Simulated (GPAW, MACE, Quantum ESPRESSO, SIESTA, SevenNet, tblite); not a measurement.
# Which site? Si in place of C in amorphous carbon (123 atoms), by several methods

Aim: compare the energies of Si in place of C at unlike sites of amorphous carbon (123 atoms), with plane waves as the reference.

The results are calculated values.

## (1) The cell

The cell holds 123 atoms (123 C), with edges of 11.09, 11.09 and 11.09 Å. Recipe: 123 atoms (123 C) placed at random at 1.8 g/cm³, melted at 6000 K for 10 ps at fixed volume with the LCBOP (Los and Fasolino, Phys. Rev. B 68, 024107 (2003)). Quenched from 5000 K to 300 K at 500 K/ps and fixed volume, held 5 ps, then minimised at fixed cell. Then the atoms were relaxed with MACE MP-0b3 medium in the fixed cell.

## (2) The reference input

Quantum ESPRESSO 7.5: Kohn-Sham DFT, PBE, SSSP efficiency 1.3.0 pseudopotentials, plane waves. Its input, pw.in, for the unchanged cell:

```
&control
  calculation = 'scf'
  pseudo_dir = './pseudo'
  outdir = './tmp'
  disk_io = 'none'
  tprnfor = .true.
  tstress = .true.
/
&system
  ibrav = 0
  nat = 123
  ntyp = 1
  ecutwfc = 45
  ecutrho = 360
  nosym = .true.
  occupations = 'smearing'
  smearing = 'fd'
  degauss = 0.003675
/
&electrons
  conv_thr = 6.2e-07
  electron_maxstep = 100
  mixing_beta = 0.2
  mixing_mode = 'local-TF'
  diagonalization = 'david'
/
ATOMIC_SPECIES
C 12.011 C.upf
CELL_PARAMETERS angstrom
11.08510 0.00000 0.00000
0.00000 11.08510 0.00000
0.00000 0.00000 11.08510
ATOMIC_POSITIONS crystal
C 0.55116 0.05676 0.22054
C 0.65263 0.63008 0.05657
C 0.29199 0.35633 0.39253
C 0.21930 0.05556 0.98331
[... 117 atom lines left out ...]
C 0.25926 0.69049 0.28715
C 0.86333 0.61443 0.21457
K_POINTS gamma
```

```console
$ OMP_NUM_THREADS=1 mpirun -np 4 pw.x -in pw.in > output.txt
```

The job ended after 2.7 min (4 MPI ranks of Arm Neoverse V1, shared host; peak memory 4.1 GiB; 11 min of CPU time).

It converged with an r.m.s. force component of 0.58 eV/Å and a pressure of -11 GPa.

## (3) The levels

The levels share the cells and solve them as single points, though not every level runs every cell. CPU time is summed over a level's finished runs, on a host shared with the other runs, so it is rough; the force column is the median over cells of the r.m.s. difference of force components from the reference.

| level | basis or training data | k-points | runs finished | CPU time | peak memory (GiB) | force difference (meV/Å) |
| --- | --- | --- | --- | --- | --- | --- |
| QE, PBE | plane waves, SSSP efficiency, 45/360 Ry | Γ | 6 of 6 | 70 min | 4.1 | reference |
| GPAW dzp, PBE | dzp orbitals, PAW, h 0.18 Å | Γ | 5 of 5 | 48 min | 2.8 | 202 |
| SIESTA DZP, PBE | DZP orbitals, shift 0.01 Ry, mesh 300 Ry | Γ | 5 of 5 | 40 min | 2 | 318 |
| tblite GFN1-xTB | tight binding with its own dispersion term | Γ | 5 of 5 | 22 s | 0.13 | 308 |
| MACE MP-0b3 medium | trained on PBE(+U) plane-wave data | - | 6 of 6 | 65 s | 1.4 | 593 |
| SevenNet 0 | trained on PBE(+U) plane-wave data | - | 6 of 6 | 58 s | 1.3 | 542 |

The reference's own r.m.s. force component runs from 555 to 670 meV/Å over these cells. MACE MP-0b3 medium relaxed the atoms, so in the cells that it relaxed its own forces are small, and its entry isn't an independent test there.

## (4) The sites

Each changed cell was relaxed with MACE MP-0b3 medium before the single points. Neighbours are the site's nearest atoms before the change.

| site | nearest atoms | their mean distance (Å) | atoms within 6 Å | largest move on relaxing (Å) | longest force left in the reference (eV/Å) |
| --- | --- | --- | --- | --- | --- |
| C11 | C4 | 1.56 | 85 | 0.49 | 2.73 |
| C118 | C3 | 1.46 | 89 | 0.80 | 2.85 |
| C34 | C3 | 1.51 | 72 | 0.64 | 2.54 |
| C102 | C3 | 1.49 | 83 | 0.52 | 2.75 |
| C46 | C2 | 1.34 | 82 | 1.03 | 2.73 |

## (5) Site energies

All changed cells hold the same atoms, so within one level their energies compare with no chemical potential. Energies in eV, less that of C11, the reference's cheapest site; the last column is the largest deviation from the reference once each row's mean is taken off.

```csv
level,C11,C118,C34,C102,C46,cheapest,largest deviation
"QE, PBE",0.00,0.62,2.01,2.57,3.29,C11,-
"GPAW dzp, PBE",0.00,0.37,1.85,2.37,2.74,C11,0.31
"SIESTA DZP, PBE",0.00,0.28,1.79,2.33,2.60,C11,0.39
tblite GFN1-xTB,0.00,0.21,1.60,2.48,2.53,C11,0.42
MACE MP-0b3 medium,0.00,0.12,1.33,1.39,0.72,C11,1.58
SevenNet 0,0.00,0.82,2.06,2.25,1.53,C11,1.39
```

## (6) Findings

In the reference the cheapest site is C11 (C4) and the dearest C46 (C2), 3.3 eV higher. All 5 other levels pick the same cheapest site, and 3 give the whole order. GPAW dzp, PBE follows the reference most closely (0.31 eV at worst) and MACE MP-0b3 medium least (1.58 eV).

The other programs at PBE deviate by 0.39 eV at most, the learned potentials by 1.39 to 1.58 eV.

Caveats: The geometries are those of MACE MP-0b3 medium; forces of up to 2.9 eV/Å remain in the reference, so relaxing in DFT would lower the energies, by amounts that can differ from site to site and can change the order. For MACE MP-0b3 medium alone these are relaxed energies. Defects interact with their periodic images. Atoms moved by over 1 Å in some relaxations, so part of the differences can come from the host's rearranging. Only 5 of the 123 C sites are compared. Learned potentials don't solve for electrons, so the charge or spin state of a defect can't be set in them. The quench rate of 500 K/ps is many orders above laboratory rates, so the cell is likely richer in defects and strain than a real sample. The reference samples only Γ, in a cell whose shortest periodic width is 11 Å. The reference isn't exact: its cutoffs and mesh weren't converged further here. SIESTA's automatically made basis is far from complete, and its potentials were converted by us (checked for H, C, O, Si, Ge and Ca alone). Where levels are smeared, the DFT runs use Fermi–Dirac occupations at 580 K (0.05 eV), and energies are free energies.

[Logs are printed without paths, hosts, clocks, repeated set-up lines and the standing remarks that a program may print on its own settings, such as how far it seeks lower states.]

[Hosts, paths, dates, database ids (printed as entryN), source tags and the programs' standing remarks are cut or masked in the printed files.]
